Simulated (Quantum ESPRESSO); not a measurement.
# CrO2: energy against a fixed spin moment

Aim: the energy of CrO2 as a function of the total spin moment of its primitive cell.

Calculated with Quantum ESPRESSO 7.5; PBE; plane waves with GBRV 1.5 PBE potentials, no spin-orbit coupling.

Report form: the programs' logs are mostly left out.

### Step 1. The starting structure

It takes space group P4_2/mnm (No. 136, tetragonal). The conventional cell has a = 4.421 Å, b = 4.421 Å, c = 2.917 Å, α = 90.00°, β = 90.00°, γ = 90.00°. Nearest to Cr lie 6 O at 1.89 to 1.91 Å. Nearest to O lie 3 Cr at 1.89 to 1.91 Å. Farther neighbours and most contacts between anions are not listed.

The lattice constants were typed from memory of published values and not checked against a source.

### Step 2. No moment imposed

pw.in reads:

```
&CONTROL
  calculation = 'scf'
  prefix = 'pwscf'
  outdir = './tmp'
  pseudo_dir = './pseudo'
  disk_io = 'nowf'
/
&SYSTEM
  ibrav = 0
  celldm(1) = 8
  nat = 6
  ntyp = 2
  ecutwfc = 40
  ecutrho = 280
  nbnd = 39
  occupations = 'smearing'
  smearing = 'fd'
  degauss = 0.00367493
  nspin = 2
  starting_magnetization(1) = 0.2143
  starting_magnetization(2) = 0
/
&ELECTRONS
  conv_thr = 1.2d-08
  electron_maxstep = 150
  mixing_beta = 0.3
/
ATOMIC_SPECIES
Cr     51.9961 cr_pbe_v1.5.uspp.F.UPF
O      15.9990 o_pbe_v1.2.uspp.F.UPF
CELL_PARAMETERS alat
   1.0443098996213    0.0000000000000    0.0000000000000
   0.0000000000000    1.0443098996213    0.0000000000000
   0.0000000000000    0.0000000000000    0.6890413881917
ATOMIC_POSITIONS crystal
Cr      0.0000000000    0.0000000000    0.0000000000
Cr      0.5000000000    0.5000000000    0.5000000000
O       0.3030000000    0.3030000000    0.0000000000
O       0.6970000000    0.6970000000    0.0000000000
O       0.8030000000    0.1970000000    0.5000000000
O       0.1970000000    0.8030000000    0.5000000000
K_POINTS automatic
10 10 10 0 0 0
```

Command:

```
> OMP_NUM_THREADS=1 mpirun -n 4 pw.x -nk 4 -in pw.in > pw.out
```

Elapsed: 73 s, on 4 MPI ranks of Intel Xeon at 2.70GHz, shared host; peak memory 0.62 GiB.

Spin moment in the atom's sphere by atom:

```csv
atom,spin moment in the atom's sphere (μB)
Cr1,1.75
Cr2,1.75
O3,-0.07
O4,-0.07
O5,-0.07
O6,-0.07
```

This step gave:

- smearing term TS: 0.01135 eV
- magnetization: 4 μB
- absolute magnetization: 4.682 μB
- final state: ferromagnetic

### Step 3. Moment fixed at 0 μB

The two spin channels are filled to separate Fermi energies, so that the total moment meets the target. Half of the up one less the down one is the slope dE/dM.

pw.in, as its differences from that of step 2:

```diff
@@ -19,4 +19,5 @@
   nspin = 2
-  starting_magnetization(1) = 0.2143
+  starting_magnetization(1) = 0.0107
   starting_magnetization(2) = 0
+  tot_magnetization = 0
 /
```

Wall time 93 s (4 MPI ranks); peak memory 0.62 GiB.

Numbers from this step:

* magnetization: 0 μB
* absolute magnetization: 0 μB
* half the difference of the two Fermi energies: -0.1 meV
* largest moment: 0 μB

### Step 4. Moment fixed at 0.491 μB

pw.in, as its differences from that of step 3:

```diff
@@ -19,5 +19,5 @@
   nspin = 2
-  starting_magnetization(1) = 0.0107
+  starting_magnetization(1) = 0.0175
   starting_magnetization(2) = 0
-  tot_magnetization = 0
+  tot_magnetization = 0.491
 /
```

Elapsed: 1.9 min, on 4 MPI ranks; peak memory 0.62 GiB.

Spin moment in the atom's sphere by atom:

```csv
atom,spin moment in the atom's sphere (μB)
Cr1,0.226
Cr2,0.226
O3,-0.014
O4,-0.014
O5,-0.014
O6,-0.014
```

Numbers from this step:

* magnetization: 0.491 μB
* absolute magnetization: 0.627 μB
* half the difference of the two Fermi energies: -97.7 meV

### Step 5. Moment fixed at 0.982 μB

pw.in, as its differences from that of step 4:

```diff
@@ -19,5 +19,5 @@
   nspin = 2
-  starting_magnetization(1) = 0.0175
+  starting_magnetization(1) = 0.0351
   starting_magnetization(2) = 0
-  tot_magnetization = 0.491
+  tot_magnetization = 0.982
 /
```

Elapsed: 18 min, on 4 MPI ranks; peak memory 0.62 GiB.

Residual by cycle:

cycle, log10 residual and a bar from the least value:
```
        1        1.7 ##############################
       15       -2.9 
       28       -2.2 #####
       42       -1.6 ########
       55       -2.4 ###
       69       -2.7 #
       82       -2.7 #
       96       -2.2 ####
      109       -2.0 ######
      123       -1.1 ############
      136       -2.6 ##
      150       -2.1 #####
```

After 150 cycles the residual stands at 0.0075, against 0.0021 at cycle 76 and a least value of 0.0013. The cap of 150 cycles in the input ended the loop.

### Step 6. E(M)

The runs not shown differ in the target, the start and the number of states alone. The point at 4.00 μB is the free run, entered with slope zero.

The energy over the lowest by total spin moment:

```csv
total spin moment (μB a cell),energy over the lowest (meV a cell)
0.00,1261
0.49,1236
1.47,897
1.96,765
2.46,589
2.94,400
3.44,213
3.93,24.7
4.00,0
4.42,293
4.91,745
5.40,1253
```

Table of dE/dM by total spin moment:

```csv
total spin moment (μB a cell),dE/dM (meV/μB)
0.00,-0.0535
0.49,-97.7
1.47,-217
1.96,-319
2.46,-384
2.94,-383
3.44,-383
3.93,-364
4.00,0
4.42,833
4.91,986
5.40,1084
```

Table of largest site moment by total spin moment:

```csv
total spin moment (μB a cell),largest site moment (μB)
0.00,8.1e-6
0.49,0.226
1.47,0.649
1.96,0.878
2.46,1.10
2.94,1.31
3.44,1.51
3.93,1.72
4.00,1.75
4.42,1.78
4.91,1.83
5.40,1.89
```

### Step 7. What came out

```yaml
moment_of_the_free_run: 4.00 μB a cell
energy_at_zero_total_moment: 1261 meV a cell over the lowest
```

At zero total moment the site moments vanish, so the 1261 meV a cell is the energy of forming them. Energies and slopes do not fit one curve, so the points lie on more than one branch of solutions. The free run has a whole-number moment, and the slope goes from -364 to 833 meV/μB between its neighbours: a kink, as where a spin channel has a gap, so no stiffness is given. No converged point was had at 0.982 μB. All runs start parallel; opposed orders may lie lower. No Hubbard term acts here. In such compounds local and semilocal functionals without one often delocalise the d electrons, and can shrink or lose moments and miss the size, sign and order of the couplings.

[Logs and program files are shortened in this print: banners, set-up blocks, solver, clock and traceback lines can be left out without a mark of their own.]

[Logs are printed without paths, hosts, clocks, repeated set-up lines and the standing remarks that a program may print on its own settings, such as how far it seeks lower states.]

[Hosts, paths, dates, database ids (printed as entryN), source tags and the programs' standing remarks are cut or masked in the printed files.]

[Where a cell is said to come from a database of computed structures, the database is the Materials Project.]
